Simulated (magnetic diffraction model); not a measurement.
# Li₅Mn₄: what an assumed order does to the neutron pattern

Space group P-3m1 (no. 164), a = 4.2600 Å, c = 7.9920 Å.

| site | atom | x | y | z |
| --- | --- | --- | --- | --- |
| 2d | Mn | 1/3 | 2/3 | 0.2975 |
| 2c | Mn | 0 | 0 | 0.1673 |
| 2d | Li | 1/3 | 2/3 | 0.9511 |
| 1b | Li | 0 | 0 | 1/2 |
| 2d | Li | 1/3 | 2/3 | 0.6132 |

The compound is invented for this exercise: a known structure type with other elements, its cell scaled to their sizes and not relaxed.

Only Mn is taken to order (form factors of Mn2+); orders and moment sizes are assumed, and not adapted to the symmetry. Radiation: neutrons of λ = 1.909 Å, 3° to 60°; isotropic B of 0.15 Å² (Mn) and 0.23 Å² (Li). The intensities are simulated: I ∝ L Σ (|F_N|² + |F_M⊥|²) for unpolarised neutrons, with F_M = 2.695 fm/μB × Σ f(s) S exp(2πi Q·r) exp(−B s²) at Q = H ± k (one set where k and −k are equivalent), only the part normal to Q counting and L = 1/(sin²θ cos θ). For collinear order S is the moment m, which repeats by lattice and centring translations R with the sign exp(−2πi k·R). Form factors are spin-only for 3d ions and dipole or tabulated for f ions, scattering lengths are Sears's of 1992, and absorption is left out. A label names one of the reflections at its angle. The strongest nuclear line in the range is 100, and lines under 0.2 are left out.

Assume the order k = (1/2 0 0), collinear moments along [101], 1.46 μB on Mn; signs + at (1/3, 2/3, 0.2975), + at (2/3, 1/3, 0.7025), + at (0, 0, 0.1673), + at (0, 0, 0.8327).

Q: Where does magnetic intensity appear, and how strong is it?

```csv
2θ (°),index,nuclear,magnetic
14.87,(1/2 0 0),0.0,49.1
20.28,(1/2 0 1),0.0,12.9
25.89,(1/2 -1 0),0.0,8.8
27.64,(0 0 2),3.5,0.0
29.42,(1/2 -1 1),0.0,12.3
29.99,(1 0 0),1.6,0.0
31.52,(1/2 0 2),0.0,2.1
33.11,(0 1 1),12.0,0.0
38.23,(1/2 -1 2),0.0,2.1
40.03,(1/2 1 0),0.0,8.7
41.23,(1 0 2),2.9,0.0
42.51,(1/2 1 1),0.0,3.7
44.78,(1/2 0 3),0.0,2.2
45.67,(3/2 0 0),0.0,1.6
47.91,(3/2 0 1),0.0,2.9
49.34,(1/2 1 2),0.0,3.8
50.00,(1/2 -1 3),0.0,1.6
52.46,(1 0 3),100.0,0.0
53.25,(1 1 0),97.7,0.0
54.22,(3/2 0 2),0.0,0.8
55.60,(3/2 -2 0),0.0,3.1
57.56,(3/2 -2 1),0.0,1.6
59.41,(1/2 1 3),0.0,2.1
```

The strongest magnetic line in the range is (1/2 0 0) at 14.87° (49.1). On top of the Lorentz factor, which all lines share, magnetic lines fade with angle because f falls: for Mn2+ it is 0.90, 0.66, 0.41 and 0.12 at sin θ/λ = 0.1, 0.2, 0.3 and 0.5 Å⁻¹, while nuclear lengths stay constant. The order has no net moment.

[Logs are printed without paths, hosts, clocks, repeated set-up lines and the standing remarks that a program may print on its own settings, such as how far it seeks lower states.]
